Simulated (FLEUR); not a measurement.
# Fe: parallel and opposed starts, part 2 of 2

Wanted: the moments of Fe and the energy of each order that was tried.

FLEUR MaX-R8.1; PBEsol; all-electron FLAPW, Dirac cores, scalar-relativistic bands.

So far, largest spin moment in the muffin-tin sphere (μB): step 2 (order 1, typed as ferro +) 2.27; step 3 (order 2, typed as antiferro q=(1/2,1/2,1/2) +-) 1.65.

The database entry behind the starting cell differs from later determinations by our own check (about 0.2 % short), so it need not match the best structure at ambient conditions.

## (4) Order 3, typed as antiferro q=(0,0,1/2) +-

Reversing part of the moments tests the sign of the couplings between them.

This order needs a doubled cell of 2 atoms. The mesh is halved along the doubled vector, so that both cells sample the same points. The k list default-1 (kpts.xml, not shown) is a Γ-centred 14×14×7 mesh.

Contents of inp.xml:

```
<?xml version="1.0" encoding="UTF-8" standalone="no"?>
<fleurInput fleurInputVersion="0.39">
   <comment>
      Fe
   </comment>
   <calculationSetup>
      <cutoffs Kmax="3.6" Gmax="10.8" GmaxXC="10.8" numbands="0"/>
      <scfLoop itmax="90" minDistance="0.00002" maxIterBroyd="15" imix="Anderson" alpha="0.05" precondParam="0.0" spinf="2.0" sdNocoIR="T"/>
      <coreElectrons ctail="T" frcor="F" kcrel="0" coretail_lmax="0"/>
      <xcFunctional name="PBEs" relativisticCorrections="F"/>
      <magnetism jspins="2"/>
      <soc l_soc="F" theta="0.0" phi="0.0" spav="F"/>
      <expertModes spex="0" secvar="F"/>
      <geometryOptimization l_f="F" forcealpha="1.0" forcemix="BFGS" epsdisp="0.00001" epsforce="0.00001"/>
      <ldaU l_linMix="F" mixParam="0.05" spinf="1.0"/>
   </calculationSetup>
   <cell>
      <bzIntegration valenceElectrons="32.0" mode="hist" fermiSmearingEnergy="0.00183747">
         <kPointListSelection listName="default-1"/>
         <xi:include xmlns:xi="http://www.w3.org/2001/XInclude" href="kpts.xml"> </xi:include>
      </bzIntegration>
      <xi:include xmlns:xi="http://www.w3.org/2001/XInclude" href="sym.xml"> </xi:include>
      <bulkLattice scale="1.0">
         <bravaisMatrix>
            <row-1>   -2.7027618924479038     2.7027618924479038     2.7027618924479038</row-1>
            <row-2>    2.7027618924479038    -2.7027618924479038     2.7027618924479038</row-2>
            <row-3>    5.4055237848958075     5.4055237848958075    -5.4055237848958075</row-3>
         </bravaisMatrix>
      </bulkLattice>
   </cell>
   <atomSpecies>
      <species name="Iron (Fe) 2.800" element="Fe" atomicNumber="26">
         <mtSphere radius="2.28" gridPoints="753" logIncrement="0.016"/>
         <atomicCutoffs lmax="8" lnonsphr="6"/>
         <electronConfig flipSpins="F">
            <coreConfig>(1s1/2) (2s1/2) (2p1/2) (2p3/2)</coreConfig>
            <valenceConfig>(3s1/2) (3p1/2) (3p3/2) (4s1/2) (3d3/2) (3d5/2)</valenceConfig>
            <stateOccupation state="(3d3/2)" spinUp="1.4" spinDown="1.0"/>
            <stateOccupation state="(3d5/2)" spinUp="3.0" spinDown="0.6"/>
         </electronConfig>
         <energyParameters s="4" p="4" d="3" f="4"/>
         <lo type="SCLO" l="0" n="3" eDeriv="0"/>
         <lo type="SCLO" l="1" n="3" eDeriv="0"/>
      </species>
      <species name="Iron (Fe) -2.800" element="Fe" atomicNumber="26">
         <mtSphere radius="2.28" gridPoints="753" logIncrement="0.016"/>
         <atomicCutoffs lmax="8" lnonsphr="6"/>
         <electronConfig flipSpins="F">
            <coreConfig>(1s1/2) (2s1/2) (2p1/2) (2p3/2)</coreConfig>
            <valenceConfig>(3s1/2) (3p1/2) (3p3/2) (4s1/2) (3d3/2) (3d5/2)</valenceConfig>
            <stateOccupation state="(3d3/2)" spinUp="1.0" spinDown="1.4"/>
            <stateOccupation state="(3d5/2)" spinUp="0.6" spinDown="3.0"/>
         </electronConfig>
         <energyParameters s="4" p="4" d="3" f="4"/>
         <lo type="SCLO" l="0" n="3" eDeriv="0"/>
         <lo type="SCLO" l="1" n="3" eDeriv="0"/>
      </species>
   </atomSpecies>
   <atomGroups>
      <atomGroup species="Iron (Fe) 2.800">
         <relPos label="                   1">.0000000000 .0000000000 .0000000000</relPos>
         <force calculate="T" relaxXYZ="TTT"/>
      </atomGroup>
      <atomGroup species="Iron (Fe) -2.800">
         <relPos label="                   2">.0000000000 .0000000000 1.000/2.000</relPos>
         <force calculate="T" relaxXYZ="TTT"/>
      </atomGroup>
   </atomGroups>
   <output dos="F" band="F" slice="F">
      <bandDOS minEnergy="-.5*Htr" maxEnergy="0.5*Htr" sigma="0.015" storeEVData="T"/>
      <plotting iplot="0" polar="F">
         <plot TwoD="T" vec1="  1.0  0.0  0.0" vec2="  0.0  1.0  0.0" vec3="  0.0  0.0  1.0" zero="  0.0  0.0  0.0" file="plot"/>
      </plotting>
      <moessbauerParams electricFieldGradient="F" isomerShift="F" coreHyperfine="F" valenceHyperfine="F"/>
   </output>
</fleurInput>
```

Contents of crystal.txt:

```
Fe
&input film=F cartesian=F /
-1.43024000000  1.43024000000  1.43024000000
1.43024000000  -1.43024000000  1.43024000000
2.86048000000  2.86048000000  -2.86048000000
1.8897261246
1.0 1.0 1.0

2
26 0.00000000000  0.00000000000  0.00000000000 : 2.800
26 0.00000000000  0.00000000000  0.50000000000 : -2.800

&kpt div1=14 div2=14 div3=7 gamma=T /
```

The run is started by

```console
> OMP_NUM_THREADS=1 inpgen -f crystal.txt > inpgen.log  # inp.xml is then edited as shown
> OMP_NUM_THREADS=1 mpirun -n 4 fleur_MPI > fleur.log
```

The log of the run:

```text
[banner, memory and clock lines left out]
Welcome to FLEUR        (www.flapw.de)
      MaX-Release 8.1          (www.max-centre.eu)

 ========== k-point set info ==========
 Selected k-point list: default-1
 k-point list type: mesh
 14 x 14 x 7
 Number of k points: 372

 [... set-up left out ...]
 Iteration:     1   Distance:      15.44824231 me/bohr^3
 Iteration:     2   Distance:      13.97794239 me/bohr^3
 Iteration:     3   Distance:       9.15949128 me/bohr^3
 Iteration:     4   Distance:       8.56580822 me/bohr^3
 Iteration:     5   Distance:       5.19649862 me/bohr^3
[...]
<sumOfEigenvalues value="    -1469.9196456542">
               <coreElectrons value="-1443.6121096907"/>
               <valenceElectrons value="-26.3075359635"/>
            </sumOfEigenvalues>
         [... left out ...]
            <freeEnergy value="-2543.2627095597"/>
            <extrapolationTo0K value="-2543.2622034794"/>
         </totalEnergy>
         <densityConvergence units="me/bohr^3">
            <chargeDensity spin="1" distance="0.0000082309"/>
            <chargeDensity spin="2" distance="0.0000082281"/>
            <overallChargeDensity distance="0.0000139842"/>
            <spinDensity distance="0.0000086799"/>
         </densityConvergence>
      </iteration>
```

Elapsed: 52 s, on 4 MPI ranks of Arm Neoverse V2, shared host; peak memory 0.27 GiB.

Spin moment in the muffin-tin sphere by atom:

```tsv
atom	spin moment in the muffin-tin sphere (μB)
Fe1	2.05
Fe2	-2.05
```

Read from the output:

- free energy: -69205.7039 eV
- program's band gap on this mesh (in a metal only a level spacing): 0.001004 eV
- magnetization: 0 μB
- final state: antiferromagnetic

It lies 216 meV a seeded atom over the first start, and its largest moment is 2.05 μB against 2.27 μB.

## (5) Run 4 (no spin polarisation)

A spinless run gives the zero against which the gain from the moments is read.

The k list default-1 (kpts.xml, not shown) is a Γ-centred 14×14×14 mesh.

Contents of inp.xml:

```
<?xml version="1.0" encoding="UTF-8" standalone="no"?>
<fleurInput fleurInputVersion="0.39">
   <comment>
      Fe
   </comment>
   <calculationSetup>
      <cutoffs Kmax="3.6" Gmax="10.8" GmaxXC="10.8" numbands="0"/>
      <scfLoop itmax="90" minDistance="0.00002" maxIterBroyd="15" imix="Anderson" alpha="0.05" precondParam="0.0" spinf="2.0" sdNocoIR="T"/>
      <coreElectrons ctail="T" frcor="F" kcrel="0" coretail_lmax="0"/>
      <xcFunctional name="PBEs" relativisticCorrections="F"/>
      <magnetism jspins="1"/>
      <soc l_soc="F" theta="0.0" phi="0.0" spav="F"/>
      <expertModes spex="0" secvar="F"/>
      <geometryOptimization l_f="F" forcealpha="1.0" forcemix="BFGS" epsdisp="0.00001" epsforce="0.00001"/>
      <ldaU l_linMix="F" mixParam="0.05" spinf="1.0"/>
   </calculationSetup>
   <cell>
      <bzIntegration valenceElectrons="16.0" mode="hist" fermiSmearingEnergy="0.00183747">
         <kPointListSelection listName="default-1"/>
         <xi:include xmlns:xi="http://www.w3.org/2001/XInclude" href="kpts.xml"> </xi:include>
      </bzIntegration>
      <xi:include xmlns:xi="http://www.w3.org/2001/XInclude" href="sym.xml"> </xi:include>
      <bulkLattice scale="1.0">
         <bravaisMatrix>
            <row-1>   -2.7027618924479038     2.7027618924479038     2.7027618924479038</row-1>
            <row-2>    2.7027618924479038    -2.7027618924479038     2.7027618924479038</row-2>
            <row-3>    2.7027618924479038     2.7027618924479038    -2.7027618924479038</row-3>
         </bravaisMatrix>
      </bulkLattice>
   </cell>
   <atomSpecies>
      <species name="Iron (Fe)" element="Fe" atomicNumber="26">
         <mtSphere radius="2.28" gridPoints="753" logIncrement="0.016"/>
         <atomicCutoffs lmax="8" lnonsphr="6"/>
         <electronConfig flipSpins="F">
            <coreConfig>(1s1/2) (2s1/2) (2p1/2) (2p3/2)</coreConfig>
            <valenceConfig>(3s1/2) (3p1/2) (3p3/2) (4s1/2) (3d3/2) (3d5/2)</valenceConfig>
            <stateOccupation state="(3d3/2)" spinUp="1.200000" spinDown="1.200000"/>
            <stateOccupation state="(3d5/2)" spinUp="1.800000" spinDown="1.800000"/>
         </electronConfig>
         <energyParameters s="4" p="4" d="3" f="4"/>
         <lo type="SCLO" l="0" n="3" eDeriv="0"/>
         <lo type="SCLO" l="1" n="3" eDeriv="0"/>
      </species>
   </atomSpecies>
   <atomGroups>
      <atomGroup species="Iron (Fe)">
         <relPos label="                   1">.0000000000 .0000000000 .0000000000</relPos>
         <force calculate="T" relaxXYZ="TTT"/>
      </atomGroup>
   </atomGroups>
   <output dos="F" band="F" slice="F">
      <bandDOS minEnergy="-.5*Htr" maxEnergy="0.5*Htr" sigma="0.015" storeEVData="T"/>
      <plotting iplot="0" polar="F">
         <plot TwoD="T" vec1="  1.0  0.0  0.0" vec2="  0.0  1.0  0.0" vec3="  0.0  0.0  1.0" zero="  0.0  0.0  0.0" file="plot"/>
      </plotting>
      <moessbauerParams electricFieldGradient="F" isomerShift="F" coreHyperfine="F" valenceHyperfine="F"/>
   </output>
</fleurInput>
```

Contents of crystal.txt:

```
Fe
&input film=F cartesian=F /
-1.43024000000  1.43024000000  1.43024000000
1.43024000000  -1.43024000000  1.43024000000
1.43024000000  1.43024000000  -1.43024000000
1.8897261246
1.0 1.0 1.0

1
26 0.00000000000  0.00000000000  0.00000000000

&kpt div1=14 div2=14 div3=14 gamma=T /
```

The log of the run:

```text
[banner, memory and clock lines left out]
Welcome to FLEUR        (www.flapw.de)
      MaX-Release 8.1          (www.max-centre.eu)

 ========== k-point set info ==========
 Selected k-point list: default-1
 k-point list type: mesh
 14 x 14 x 14
 Number of k points: 104

 [... set-up left out ...]
 Iteration:     1   Distance:      16.17407195 me/bohr^3
 Iteration:     2   Distance:      13.64732633 me/bohr^3
 Iteration:     3   Distance:       5.75179868 me/bohr^3
 Iteration:     4   Distance:       2.84810841 me/bohr^3
 Iteration:     5   Distance:       0.61679235 me/bohr^3
[...]
<FermiEnergy value="0.3446701768" units="Htr"/>
         [... left out ...]
         <totalEnergy value="    -1271.6186966009" units="Htr">
            <sumOfEigenvalues value="     -735.0716091849">
               <coreElectrons value="-721.8965153063"/>
               <valenceElectrons value="-13.1750938786"/>
            </sumOfEigenvalues>
         [... left out ...]
            <freeEnergy value="-1271.6198627293"/>
            <extrapolationTo0K value="-1271.6192796651"/>
         </totalEnergy>
         <densityConvergence units="me/bohr^3">
            <chargeDensity spin="1" distance="0.0000054337"/>
         </densityConvergence>
      </iteration>
```

It took 2.9 s on 4 MPI ranks; peak memory 0.15 GiB; 11 s of CPU time.

Read from the output:

```yaml
free_energy: -34602.5392 eV
program_s_band_gap_on_this_mesh_in_a_metal_only_a_level_spacing: 0.004611 eV
final_state: non-magnetic (no spin polarisation)
```

It lies 529 meV a seeded atom over the first start.

## (6) Energies of the orders

Free energies are divided by the number of seeded atoms, so that cells of unlike size compare. Wavevectors q in the names are fractions of the primitive cell's reciprocal vectors.

Orders:

```tsv
start	final state	typed order kept	energy over the lowest (meV a seeded atom)	largest sphere moment (μB)	net moment (μB a primitive cell)	mesh matched	CPU time (s)
ferro +	ferromagnetic	yes	0	2.27	2.224	yes	22.55
antiferro q=(1/2,1/2,1/2) +-	antiferromagnetic	yes	444.7	1.653	0	yes	96.12
antiferro q=(0,0,1/2) +-	antiferromagnetic	yes	216	2.051	0	yes	207.1
no spin polarisation	non-magnetic	-	528.8	0	0	yes	11.13
```

## (7) Results

| Property | Result |
| --- | --- |
| lowest state found | ferromagnetic (typed ferro +) |
| largest site spin moment | 2.27 μB |
| next finished state | antiferromagnetic, 216 meV a seeded atom higher |
| energy gained by spin polarisation | 529 meV a seeded atom |

In words: The lowest state found is ferromagnetic, reached from the start ferro +, with moments up to 2.27 μB. The next finished state costs 216 meV a seeded atom. Only 4 starts were tried; other patterns of signs, canted and longer-period orders were not.

[Logs and program files are shortened in this print: banners, set-up blocks, solver, clock and traceback lines can be left out without a mark of their own.]

[Logs are printed without paths, hosts, clocks, repeated set-up lines and the standing remarks that a program may print on its own settings, such as how far it seeks lower states.]

[Hosts, paths, dates, database ids (printed as entryN), source tags and the programs' standing remarks are cut or masked in the printed files.]

[Where a cell is said to come from a database of computed structures, the database is the Materials Project.]
